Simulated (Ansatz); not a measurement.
# P2Ir (P2_1/c): the dielectric response by several routes

How strongly does P2Ir (P2_1/c) screen? Routes: perturbation theory, a sum over states and the RPA step of G0W0.

Main program and level: Ansatz 0.2.0; linear response on LDA, plane waves, PAW.

**1. The starting structure**

Symmetry: P2_1/c, No. 14, monoclinic system. The conventional cell has a = 5.772 Å, b = 5.807 Å, c = 5.872 Å, α = 90.00°, β = 111.25°, γ = 90.00°. Nearest to P lie 1 P at 2.22 Å and 3 Ir at 2.41 to 2.42 Å. Nearest to P lie 1 P at 2.22 Å and 3 Ir at 2.33 to 2.35 Å. Nearest to Ir lie 6 P at 2.33 to 2.42 Å. Farther neighbours, and contacts between anions beyond the nearest, are not listed.

The cell and positions are those that the Materials Project relaxed with its own functionals (PBE, PBE+U or r2SCAN), kept fixed. The default PAW set here is soft_2. Its files were made with PBE.

**2. Response to a homogeneous field**

ε∞ sets how strongly the crystal screens. Perturbation theory gives it with local fields and without a sum over empty bands.

This step: dielectric response by perturbation theory, LDA, plane waves, PAW.

input.yaml reads:

```yaml
crystal:
  lattice:
    - [5.7723350975, 0.0, 0.0]
    - [0.0, 5.80673151, 0.0]
    - [-2.1284997265, 0.0, 5.4731408836]
  atoms:
    - { symbol: P, position: [0.1580067, 0.88188186, 0.87028772] }
    - { symbol: P, position: [0.8419933, 0.38188186, 0.62971228] }
    - { symbol: P, position: [0.8419933, 0.11811814, 0.12971228] }
    - { symbol: P, position: [0.1580067, 0.61811814, 0.37028772] }
    - { symbol: P, position: [0.33432299, 0.37720527, 0.18854639] }
    - { symbol: P, position: [0.66567701, 0.87720527, 0.31145361] }
    - { symbol: P, position: [0.66567701, 0.62279473, 0.81145361] }
    - { symbol: P, position: [0.33432299, 0.12279473, 0.68854639] }
    - { symbol: Ir, position: [0.27186641, 0.49883041, 0.79157869] }
    - { symbol: Ir, position: [0.72813359, 0.99883041, 0.70842131] }
    - { symbol: Ir, position: [0.72813359, 0.50116959, 0.20842131] }
    - { symbol: Ir, position: [0.27186641, 0.00116959, 0.29157869] }
kpoints:
  mp_grid: { grid: [4, 4, 4] }
hamiltonian:
  xc: lda
scf:
  occupations: { method: fixed }
dielectric: {}
```

The run is started by

```bash
$ ansatz run input.yaml --threads 24 --pin off --max-ram 82944MiB --backend cuda --events-out ev --progress --plain --runs-dir out --devices 1 --max-vram 78GiB
```

The log of the run:

```text
GPUs: using 1 of 1 available (devices: 1).
Engine: ansatz 0.2.0, aarch64-unknown-linux-gnu
Pseudopotentials: kind: paw
Pseudopotential: P, paw, valence charge 5, recommended cutoff 420 eV (normal), P.paw.azcp
Pseudopotential: Ir, paw, valence charge 17, recommended cutoff 420 eV (normal), Ir.paw.azcp
Functional definition: SPW92
  exchange = slater_x
  correlation = pw_c
concurrent solve slots: 18 of 24 are kept, ahead of what memory takes: no pass of the eigensolver takes more rounds on 18
[...]
Crystal: 12 atoms, lattice volume = 183.451 Å³
Basis set: ecut = 420 eV, 3599 PW (Γ), exchange–correlation on 80×80×80 points (8 copies of the dense FFT grid, shifted against one another)
Bands: 66, of which v1, the nominal top of the filled ones, is band 54 counted from 1 (53 counted from 0)
Symmetry: 4 space group operations
k-points: 36 of 64 (irreducible under 1 space group operation, time reversal used)
Non-local potential: P, projectors of the file, l = 0: 2, l = 1: 2, l = 2: 2
Non-local potential: Ir, projectors of the file, l = 0: 3, l = 1: 2, l = 2: 2, l = 3: 1
PAW form: soft (Blöchl's): semilocal exchange-correlation on the pseudo side does not see the compensation charge
PAW frozen core: P, regenerated for the run's functional, and the local potential with it (the file was generated under x = pbe(κ = 0.804, μ = 0.219515), c = pbe(β = 0.066725))
PAW frozen core: Ir, regenerated for the run's functional, and the local potential with it (the file was generated under x = pbe(κ = 0.804, μ = 0.219515), c = pbe(β = 0.066725))
PAW one-centre angular grid: P, 110 points (default); XC on 64 Gauss nodes
PAW one-centre angular grid: Ir, 590 points (default); XC on 64 Gauss nodes
Initial density: superposition of atomic densities (neutral atoms: chi_scale 0, normalization atom), corrected by the library's trained network
Initial wavefunctions: pseudopotential atomic-orbital guess
[...]
Functional: x = slater, c = lda
SCF iter   1: F=—  HF=-52471.018940 eV  |F-HF|=—  |Δ(HF+E_count)|=         —  Δρ=6.85e-3  dr2=5.32e-2  ethr=1.77e-3  ⟨swp⟩=4.9  Hψ=8354  notcnv=0  defer=347
preconditioner: auto → Resta (q_TF=auto, 2.498 Å⁻¹)  ε∞=9.2  [insulator: Δε(μ)=0.625 eV  Ē_g=8.342 eV  n_scr=52 (ndim 8)  ℏωp=23.9 eV  f_vac=0.000  ε∞_Penn≈9.2]
SCF iter   2: F=—  HF=-52471.008332 eV  |F-HF|=—  |Δ(HF+E_count)|=   1.06e-2  Δρ=3.77e-3  dr2=1.35e-2  ethr=4.93e-5  ⟨swp⟩=2.1  Hψ=3431  notcnv=0  defer=360
[...]
SCF iter   9: F=-52471.004921 eV  HF=-52471.004921 eV  |F-HF|=1.46e-11  |Δ(HF+E_count)|=  1.02e-10  Δρ=1.61e-7  dr2=3.25e-11  ethr=1.00e-12  ⟨swp⟩=12.7  Hψ=10924  notcnv=0
SCF 1 converged in 9 iterations: F = -52471.004921 eV  dr2 = 3.25e-11
  greatest PAW one-centre occupation: 1.000 electrons in one spin orbital (limit 2), on the Ir atom at site 11 (counted from 0), in its partial waves of l = 0
the response reads at least the filled bands of the reference SCF and the lowest empty band at each k-point, and that SCF's band table does not vouch for those bands. The notice of the band table in this run's record says why
[...]
NSCF: frozen V_eff on 1 k-points
[...]
NSCF: frozen V_eff on 1 k-points
[...]
DFPT response loops at Γ: preconditioner auto → Resta (q_TF=auto, 2.498 Å⁻¹)  ε∞=9.9 (no band partly filled); β = 1.00, the filter's whole step (`scf.mixing.beta` (0.50) is not read by the response loops at its default; to damp them type it under 1.00, their step now; it binds the ground state too); Broyden in place of MSR1
── the response to a field inside a basis, on 6×6×6 k-points: an SCF that follows is theirs, and a resumed run solves both again ──
[...]
Bands: 55, of which v1, the nominal top of the filled ones, is band 54 counted from 1 (53 counted from 0)
k-points: 54 of 216
[...]
Eigensolver: Dense (54 Hₖ)
SCF iter   1: F=—  HF=-52470.780318 eV  |F-HF|=—  |Δ(HF+E_count)|=         —  Δρ=4.04e-4  dr2=1.09e-4  ethr=1.00e-1
preconditioner: auto → Resta (q_TF=auto, 2.498 Å⁻¹)  ε∞=14.9  [insulator: Δε(μ)=0.751 eV  Ē_g=6.411 eV  n_scr=52 (ndim 8)  ℏωp=23.9 eV  f_vac=0.000  ε∞_Penn≈14.9]
SCF iter   2: F=—  HF=-52470.780318 eV  |F-HF|=—  |Δ(HF+E_count)|=   5.49e-7  Δρ=2.29e-4  dr2=3.62e-5  ethr=1.01e-7
SCF iter   3: F=—  HF=-52470.780320 eV  |F-HF|=—  |Δ(HF+E_count)|=   2.39e-6  Δρ=4.70e-5  dr2=6.63e-6  ethr=3.35e-8
SCF iter   4: F=—  HF=-52470.780319 eV  |F-HF|=—  |Δ(HF+E_count)|=   1.07e-6  Δρ=1.22e-5  dr2=2.40e-7  ethr=6.14e-9
SCF iter   5: F=-52470.780319 eV  HF=-52470.780319 eV  |F-HF|=2.10e-9  |Δ(HF+E_count)|=   2.89e-8  Δρ=1.75e-6  dr2=6.35e-9  ethr=2.22e-10
SCF 1 converged in 5 iterations: F = -52470.780319 eV  dr2 = 6.35e-9
[...]
DFPT response loops at Γ: preconditioner auto → Resta (q_TF=auto, 2.498 Å⁻¹)  ε∞=8.9 (no band partly filled); β = 1.00, the filter's whole step (`scf.mixing.beta` (0.50) is not read by the response loops at its default; to damp them type it under 1.00, their step now; it binds the ground state too); Broyden in place of MSR1
SCF converged after 9 iterations
Free energy (F): -52471.004921 eV
Harris-Foulkes:  -52471.004921 eV  (|F-HF|=1.46e-11)
Internal energy: -52471.004921 eV  (E = F + TS)
E sigma→0 (E₀):  -52471.004921 eV
Fermi energy:    13.767889 eV
--- Per-component energies (eV) ---
  E_band       = -822.401915
  E_kinetic    = 3074.110540
  E_local      = -8179.804650  (includes V_loc(G=0)·N_el)
  E_nonlocal   = 591.716659
  E_hartree    = 3205.446665
  E_xc         = -1565.589818
  E_vxc        = -1700.398032  (∫ρ·V_xc dr)
  E_paw        = -40132.717018  (= ΣΔE_a)
  E_vpaw       = -1018.919857  (= ΣTr[D̂ρ^β])
  E_aug_tail   = 0.000227  (compensation charges beyond the density's cutoff)
  E_ewald      = -9466.752748
  E_core_change = 2.585221  (= ΣΔE_core)
  E_smearing   = -0.000000  (= −TS)
  E_closure    = -0.000000  (closes the sum)
  Σ components = -52471.004921   (vs F -52471.004921, Δ=0.00e0)
--- Band table (eV; the first three rows and the last of 36) ---
  k-point 0: bands = [... 50 lower, 11.7532, 12.1566, 12.3436, 12.4760, 14.3842, 15.1850, 16.1156, 16.5010, ... 4 higher]
  k-point 1: bands = [... 50 lower, 11.9313, 12.0071, 12.5784, 12.9211, 14.6599, 15.1509, 16.1093, 16.2192, ... 4 higher]
  k-point 2: bands = [... 50 lower, 11.9370, 11.9370, 13.3082, 13.3082, 15.1219, 15.1219, 15.8258, 15.8258, ... 4 higher]
  k-point 35: bands = [... 50 lower, 12.9944, 12.9944, 13.7679, 13.7679, 15.3879, 15.3879, 16.1484, 16.1484, ... 3 higher]
--- Dielectric response (ions clamped): 3 representative field directions + reference, inside a basis on a mesh of 216 k-points (Σ response iterations 15) ---
  ε∞ (high-frequency dielectric tensor):
       16.215732    -0.000000     0.611987
       -0.000000    17.186967    -0.000000
        0.611987    -0.000000    16.892627
  Born effective charges Z* (e; rows j = field, columns β = displacement):
    site 0:
         2.14520    0.17836    0.56042
         0.17602    2.14215   -0.29170
        -0.11224   -0.15736    2.70839
    site 1:
         2.14520   -0.17836    0.56042
        -0.17602    2.14215    0.29170
        -0.11224    0.15736    2.70839
    site 2:
         2.14520    0.17836    0.56042
         0.17602    2.14215   -0.29170
        -0.11224   -0.15736    2.70839
    site 3:
         2.14520   -0.17836    0.56042
        -0.17602    2.14215    0.29170
        -0.11224    0.15736    2.70839
    site 4:
         2.93578   -0.20469   -0.25916
         0.05247    2.49783   -0.06224
         0.02993   -0.16850    2.50165
    site 5:
         2.93578    0.20469   -0.25916
        -0.05247    2.49783    0.06224
         0.02993    0.16850    2.50165
    site 6:
         2.93578   -0.20469   -0.25916
         0.05247    2.49783   -0.06224
         0.02993   -0.16850    2.50165
    site 7:
         2.93578    0.20469   -0.25916
        -0.05247    2.49783    0.06224
         0.02993    0.16850    2.50165
    site 8:
        -5.08098   -0.17819   -0.30126
        -0.76057   -4.63997    0.48753
         0.08231   -0.01511   -5.21004
    site 9:
        -5.08098    0.17819   -0.30126
         0.76057   -4.63997   -0.48753
         0.08231    0.01511   -5.21004
    site 10:
        -5.08098   -0.17819   -0.30126
        -0.76057   -4.63997    0.48753
         0.08231   -0.01511   -5.21004
    site 11:
        -5.08098    0.17819   -0.30126
         0.76057   -4.63997   -0.48753
         0.08231    0.01511   -5.21004
  Z* charge neutrality: 1.973e-2 e pre-enforcement
  solved inside a basis spanned on kpoints, on 6×6×6 k-points, its susceptibility summed on 10×8×10: ε∞ is read to err by 8.0e-2, Z* by 4.8e-2 e (field_mesh: kpoints solves on kpoints); Z* is corrected for what the basis lacks
```

Run time: 11 s. Hardware: 1 × NVIDIA GB200 (shared by 2 runs) with 24 threads of Arm Neoverse V2, shared host; peak memory 3.4 GiB.

Read from the output:

* stated error of ε∞: 0.08

One over ε∞ averages 0.06, well under the quarter of exact exchange in PBE0, which should therefore open the gap too far.

High-frequency dielectric tensor:

```
16.22  0.00  0.61
 0.00 17.19  0.00
 0.61  0.00 16.89
```

Born effective charge (e), principal values of the symmetric part by kind of site:

```
atom  atoms with these values    low  middle   high   mean
  P1                        4   1.85    2.32   2.83   2.33
  P5                        4   2.35    2.61   2.97   2.65
 Ir9                        4  -5.39   -5.27  -4.27  -4.98
```

In full for P5:

```
 2.94 -0.20 -0.26
 0.05  2.50 -0.06
 0.03 -0.17  2.50
```

**3. Independent-particle spectrum**

The independent-particle spectrum shows where the oscillator strength lies, before excitons and local fields.

This step: independent-particle optics on LDA, plane waves, PAW.

Edit input.yaml of step 2 so:

```diff
@@ -24,2 +24,4 @@
   occupations: { method: fixed }
-dielectric: {}
+  n_extra_bands: 125
+output:
+  optics: { e_range: [0, 25], de: 0.1, sigma: 0.2 }
```

The log of the run:

```text
[...]
GPUs: using 1 of 1 available (devices: 1).
[...]
Crystal: 12 atoms, lattice volume = 183.451 Å³
Basis set: ecut = 420 eV, 3599 PW (Γ)
Bands: 179, of which v1, the nominal top of the filled ones, is band 54 counted from 1 (53 counted from 0)
Symmetry: 4 space group operations
[...]
k-points: 30 of 64
[...]
SCF iter   1: F=—  HF=-52471.019041 eV  |F-HF|=—  |Δ(HF+E_count)|=         —  Δρ=6.83e-3  dr2=5.06e-2  ethr=1.77e-3  ⟨swp⟩=5.0  Hψ=18980  notcnv=0  defer=3683
[...]
SCF iter   6: F=—  HF=-52471.004920 eV  |F-HF|=—  |Δ(HF+E_count)|=   2.33e-6  Δρ=2.18e-5  dr2=1.17e-6  ethr=1.52e-8  ⟨swp⟩=2.0  Hψ=2807  notcnv=0  defer=3616
[...]
SCF iter   8: F=—  HF=-52471.004919 eV  |F-HF|=—  |Δ(HF+E_count)|=   1.20e-8  Δρ=1.20e-6  dr2=2.19e-9  ethr=6.27e-11  ⟨swp⟩=2.3  Hψ=2935  notcnv=0  defer=3616
[...]
SCF iter  10: F=-52471.004919 eV  HF=-52471.004919 eV  |F-HF|=0.00e0  |Δ(HF+E_count)|=  7.28e-12  Δρ=6.28e-8  dr2=5.05e-12  ethr=1.00e-12  ⟨swp⟩=13.1  Hψ=45923  notcnv=0
SCF 1 converged in 10 iterations: F = -52471.004919 eV  dr2 = 5.05e-12
[...]
Optics k sum: 0 of 30 k-points
Optics k sum: 2 of 30 k-points
[...]
Optics k sum: 17 of 30 k-points
[...]
SCF converged after 10 iterations
[...]
k-point 2: bands = [... 50 lower, 11.9370, 11.9370, 13.3082, 13.3082, 15.1219, 15.1219, 15.8258, 15.8258, ... 4 higher]
  k-point 29: bands = [... 50 lower, 12.9944, 12.9944, 13.7679, 13.7679, 15.3879, 15.3879, 16.1484, 16.1484, ... 3 higher]
```

Run time: 7 s. Hardware: 1 × NVIDIA GB200 (shared by 2 runs) with 24 threads; peak memory 4.1 GiB.

This step gave:

```yaml
eps_infinity_without_local_fields_xx_yy_zz: 16.98, 17.79, 17.67
electrons_in_the_f_sum_xx_yy_zz: 87.66, 87.48, 87.50
bands_in_the_explicit_sum_the_static_value_is_completed_to_all_bands: 179
```

The sum gives ε∞ = 16.98, 17.79 and 17.67 without local fields.

Independent particles, no local fields, Gaussian width 0.2 eV. Table of ε₂ by photon energy; read off at these points:

```
photon energy (eV)      xx       yy      zz
              0.50       0        0       0
              1.00  4.8e-4  0.00388  6.3e-4
              1.50    1.27     4.02    1.01
              2.00    6.78     8.29    7.74
              2.50    11.2     11.2    15.0
              3.00    15.1     12.3    17.3
              3.50    22.7     20.5    25.6
              3.70    22.9     24.6    29.1
              4.00    23.2     29.0    27.4
              4.10    24.0     29.5    26.4
              4.20    24.5     29.3    25.1
              4.50    23.1     24.7    20.6
              5.00    17.3     17.5    14.2
              5.50    15.7     14.6    12.9
              6.00    12.8     13.0    10.4
              6.50    11.2     12.1    9.95
              7.00    10.0     9.30    8.89
              7.50    9.31     8.05    8.62
              8.00    7.46     6.38    7.48
              8.50    6.47     6.35    6.78
              9.00    5.44     5.70    5.74
              9.50    4.54     5.24    4.50
             10.00    3.60     4.22    3.70
             10.50    3.35     3.82    3.76
             11.00    3.20     3.51    3.76
             11.50    2.98     3.12    3.34
             12.00    2.68     2.55    2.91
             12.50    2.38     2.22    2.72
             13.00    2.14     1.88    2.36
             13.50    1.92     1.69    2.14
             14.00    1.74     1.52    1.86
             14.50    1.59     1.39    1.72
             15.00    1.39     1.23    1.52
             15.50    1.17     1.06    1.24
             16.00    1.02    0.893    1.09
             16.50   0.887    0.826   0.962
             17.00   0.811    0.752   0.822
             17.50   0.731    0.700   0.726
             18.00   0.690    0.651   0.694
             18.50   0.654    0.634   0.620
             19.00   0.612    0.615   0.608
             19.50   0.609    0.609   0.586
             20.00   0.592    0.546   0.539
             20.50   0.536    0.499   0.487
             21.00   0.482    0.456   0.445
             21.50   0.454    0.435   0.417
             22.00   0.439    0.425   0.412
             22.50   0.433    0.415   0.407
             23.00   0.439    0.402   0.386
             23.50   0.431    0.384   0.369
             24.00   0.408    0.392   0.368
             24.50   0.396    0.380   0.352
             25.00   0.372    0.377   0.339
```

Independent particles, no local fields, Gaussian width 0.2 eV. The loss function by photon energy; read off at these points:

| photon energy (eV) | xx | yy | zz |
| --- | --- | --- | --- |
| 1 | 0 | 9.9e-6 | 0 |
| 2 | 0.0121 | 0.0147 | 0.0105 |
| 3 | 0.0222 | 0.0208 | 0.0266 |
| 4 | 0.0354 | 0.0291 | 0.0356 |
| 5 | 0.0578 | 0.0564 | 0.0688 |
| 6 | 0.0742 | 0.0744 | 0.0912 |
| 7 | 0.0915 | 0.0867 | 0.104 |
| 8 | 0.104 | 0.121 | 0.115 |
| 9 | 0.121 | 0.135 | 0.124 |
| 10 | 0.154 | 0.148 | 0.178 |
| 11 | 0.197 | 0.172 | 0.196 |
| 12 | 0.225 | 0.187 | 0.225 |
| 13 | 0.258 | 0.230 | 0.248 |
| 14 | 0.304 | 0.290 | 0.287 |
| 15 | 0.333 | 0.336 | 0.306 |
| 16 | 0.413 | 0.427 | 0.383 |
| 17 | 0.558 | 0.589 | 0.473 |
| 18 | 0.782 | 0.838 | 0.686 |
| 19 | 1.08 | 1.13 | 0.989 |
| 20 | 1.30 | 1.37 | 1.24 |
| 21 | 1.75 | 1.91 | 1.77 |
| 22 | 2.23 | 2.33 | 2.34 |
| 23 | 2.26 | 2.45 | 2.59 |
| 24 | 2.34 | 2.24 | 2.51 |
| 25 | 2.32 | 1.98 | 2.28 |

[end of part 1 of 2]

[Long decimals in the printed logs are rounded to 6 places.]

[Logs are printed without paths, hosts, clocks, repeated set-up lines and the standing remarks that a program may print on its own settings, such as how far it seeks lower states.]

[Paths, hosts, dates, memory and timing lines, banners, echoed tables and standing remarks are left out of the program output; an Ansatz launch command may be rebuilt from the run's recorded settings. Measured values are a selection of at most five: reports struck by readers or far from the other reports are left out. None is set beside runs whose start may be inverted or whose files or cutoffs have a known fault.]

[Runs of the session that timed out or met a known fault of the program may be left out.]

[Cells called generated may have been cut or substituted from an entry of the Crystallography Open Database or the Materials Project.]

[Hosts, paths, dates, database ids (printed as entryN), source tags and the programs' standing remarks are cut or masked in the printed files.]

[Where the starting crystal was built by hand or by swapping elements, it need not be the compound's stable phase.]
